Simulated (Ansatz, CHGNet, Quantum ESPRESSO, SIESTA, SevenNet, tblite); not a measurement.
# SIESTA on random fluorite-type alloy of CaF2 and CdF2 (96 atoms): settings against a plane-wave reference, part 2 of 2

How do the settings of SIESTA change the result for random fluorite-type alloy of CaF2 and CdF2 (96 atoms)? A plane-wave run serves as the yardstick.

Program: SIESTA 5.4.2; the method stands at each step. Banners, paths, timers and routine set-up lines are dropped from the logs unmarked, and long logs keep their key lines alone; longer cuts are marked. The potentials were converted by us to PSML.

So far. Step 2 (PBE, DZP, shift 0.01 Ry, mesh 500 Ry): Forces lie 42 % from the reference's, at 2.6 times its CPU time (on 2 against 4 cores). Step 3 (PBE, SZ, shift 0.01 Ry, mesh 500 Ry): Against the first run (42 %), the force difference from the reference is 46 %, at 0.36 times the CPU time (on 1 against 2 cores), with 436 basis functions against 1160: the smaller basis costs accuracy.

### Step 4. PBE, DZP, shift 0.01 Ry, mesh 100 Ry

Method: Kohn-Sham DFT, PBE, PseudoDojo 0.4.1 norm-conserving pseudopotentials (converted to PSML), numerical atomic orbitals (DZP), diagonalisation.

input.fdf reads:

```
SystemLabel cell
NumberOfAtoms 96
NumberOfSpecies 3
%block ChemicalSpeciesLabel
  1 20 Ca
  2 9 F
  3 48 Cd
%endblock ChemicalSpeciesLabel
LatticeConstant 1.0 Ang
%block LatticeVectors
  10.90780 0.00000 0.00000
  0.00000 10.90780 0.00000
  0.00000 0.00000 10.90780
%endblock LatticeVectors
PAO.BasisSize DZP
PAO.EnergyShift 0.01 Ry
XC.Functional GGA
XC.Authors PBE
MeshCutoff 100 Ry
%block kgrid_Monkhorst_Pack
  1 0 0 0.0
  0 1 0 0.0
  0 0 1 0.0
%endblock kgrid_Monkhorst_Pack
SolutionMethod diagon
OccupationFunction FD
ElectronicTemperature 580 K
SCF.Mixer.Method Pulay
SCF.Mixer.Weight 0.15
SCF.Mixer.History 8
SCF.Mix Hamiltonian
MaxSCFIterations 300
SCF.DM.Tolerance 1e-04
SCF.H.Tolerance 1.0e-3 eV
WriteForces T
Write.HirshfeldPop T
Write.VoronoiPop T
Write.DM F
Write.H F
XML.Write F
AtomicCoordinatesFormat Fractional
%block AtomicCoordinatesAndAtomicSpecies
[... 96 atom lines left out: the same atoms as in the first run ...]
%endblock AtomicCoordinatesAndAtomicSpecies
```

Started as:

```sh
OMP_NUM_THREADS=1 mpirun -np 2 siesta < input.fdf > output.txt
```

Output:

```text
Version         : 5.4.2
reinit: System Name:
reinit: System Label: cell
initatom: Reading input for the pseudopotentials and atomic orbitals ----------
Species number:   1 Atomic number:   20 Label: Ca
Species number:   2 Atomic number:    9 Label: F
Species number:   3 Atomic number:   48 Label: Cd
Ground state valence configuration (from tables):   4s02  4p00  3d00  4f00
[... lines left out ...]
SCF Convergence by DM+H criterion
[... lines left out ...]
SCF cycle converged after 11 iterations
[... lines left out ...]
   Max    2.934106
[... lines left out ...]
   Max    2.934106    constrained
Stress tensor Voigt[x,y,z,yz,xz,xy] (kbar):      -65.70      -66.37      -62.77       10.19        4.57       -9.46
[... lines left out ...]
siesta: FreeEng =    -91626.321300
[... lines left out ...]
siesta:         Fermi =      -5.617452
[... lines left out ...]
siesta:          64.94547196         34.99154694  kBar
[... lines left out ...]
Hirshfeld Atomic Populations:
Atom #   charge [q] valence [e]  Species
     1     0.421084    9.578916  Ca
     2    -0.233875    7.233875  F
     3    -0.236667    7.236667  F
     4     0.485374    9.514626  Ca
     5    -0.239106    7.239106  F
[...]
7     0.444165    9.555835  Ca
[...]
37     0.711483   19.288517  Cd
[...]
40     0.698226   19.301774  Cd
[...]
73     0.742871   19.257129  Cd
[...]
--------------------
 Total    -0.000104
Voronoi Atomic Populations:
Atom #   charge [q] valence [e]  Species
[...]
73     0.745469   19.254531  Cd
[...]
82     0.706848   19.293152  Cd
[...]
91     0.307954    9.692046  Ca
[...]
94     0.249746    9.750254  Ca
    95    -0.209794    7.209794  F
    96    -0.168768    7.168768  F
--------------------
 Total    -0.000083
```

Wall time 26 s (2 MPI ranks of Arm Neoverse V1, shared host); peak memory 0.63 GiB; 52 s of CPU time.

Against the reference:

* r.m.s. force component: 1.043 eV/Å
* r.m.s. difference of force components: 319.4 meV/Å
* longest difference of force vectors: 1396 meV/Å
* force difference over r.m.s. force: 41.98 %
* slope of forces against the reference's: 1.351
* correlation of force components: 0.9858
* gap (highest filled to lowest empty level): 4.297 eV
* gap difference: -0.2265 eV
* pressure: 6.495 GPa
* pressure difference: 1.104 GPa
* energy less the same-level run's: -3.569 meV/atom
* r.m.s. force difference from the same-level run: 26.32 meV/Å

This is a coarse setting, run to see what it loses.

Against the first run (42 %), the force difference from the reference is 42 %, at 0.20 times the CPU time: the change moves forces by 26 meV/Å r.m.s., so most of the difference comes from elsewhere.

### Step 5. Side by side

Differences are against the plane-wave reference, forces as r.m.s. over components; share is that over the reference's r.m.s. force, slope the least-squares factor from reference forces to these. Total energies of different programs have different zeros and aren't compared.

```csv
run,"Δ force, r.m.s. (meV/Å)",share (%),slope,Δ pressure (GPa),Δ gap (eV),cores,CPU time,memory (GiB)
reference,-,-,-,-,-,4,97 s,1.9
"SIESTA PBE, DZP, shift 0.01 Ry, mesh 500 Ry",319,41.9,1.354,0.988,-0.226,2,4.2 min,1.9
"SIESTA PBE, SZ, shift 0.01 Ry, mesh 500 Ry (coarse)",352,46.2,1.382,-5.54,-2.39,1,91 s,0.84
"SIESTA PBE, DZP, shift 0.01 Ry, mesh 100 Ry (coarse)",319,42.0,1.351,1.10,-0.227,2,52 s,0.63
```

Rows marked coarse were listed beforehand as settings not expected to be converged; some can still land near the reference.

CPU time is summed over cores on a shared host, where runs went side by side, so it is rough. Symmetry, cutoffs, thresholds, outputs and thread counts weren't matched or tuned between programs; memory under MPI is the largest rank's times the ranks.

Within one program, basis, potentials and functional, energies share a zero. Each run against its twin at the usual cutoff or grid and solver:

```csv
run,twin,Δ energy (meV/atom),"Δ force, r.m.s. (meV/Å)",CPU time over the twin's
"SIESTA PBE, DZP, shift 0.01 Ry, mesh 100 Ry","DZP, shift 0.01 Ry, mesh 500 Ry",-3.57,26.3,0.20
```

### Step 6. Outcome

```json
{
  "nearest in forces": "a tie at 42 % of 2 runs: SIESTA PBE, DZP, shift 0.01 Ry, mesh 500 Ry; SIESTA PBE, DZP, shift 0.01 Ry, mesh 100 Ry (coarse)"
}
```

What this shows: The PBE run in local orbitals, coarse settings apart, differs by 42 % (SIESTA PBE, DZP, shift 0.01 Ry, mesh 500 Ry); basis, grid and potentials can all enter, and differences of this size make the forces unusable. Runs with settings chosen to be coarse differ by 42 % (SIESTA PBE, DZP, shift 0.01 Ry, mesh 100 Ry) to 46 % (SIESTA PBE, SZ, shift 0.01 Ry, mesh 500 Ry), their programs' other errors included. None of the electronic-structure runs in the table takes under half the reference's CPU time of 97 s; they take 0.53 to 2.6 times as much. SIESTA PBE, SZ, shift 0.01 Ry, mesh 500 Ry stiffens the forces by a factor of 1.38 while following their directions (correlation 0.983); the slopes of the 3 SIESTA runs lie between 1.35 and 1.38. At the same functional, gaps differ from the reference's 4.52 eV by between -2.39 and -0.23 eV. These are spacings on the run's k-points, which needn't hold the band edges. In pressure, SIESTA PBE, SZ, shift 0.01 Ry, mesh 500 Ry misses by -5.5 GPa, at the same functional. The host structure and its lattice constant were typed by rule, without a check against the phase diagram. The reference's pressure of 5.4 GPa belongs to a cell and atoms that aren't relaxed at this level. The electronic-structure runs sample only Γ, in a cell whose shortest periodic width is 11 Å.

[Also dropped from logs without a mark: logging warnings of Python, and SIESTA's first energy breakdown and zero terms.]

[Logs are printed without paths, hosts, clocks, repeated set-up lines and the standing remarks that a program may print on its own settings, such as how far it seeks lower states.]

[Hosts, paths, dates, database ids (printed as entryN), source tags and the programs' standing remarks are cut or masked in the printed files.]
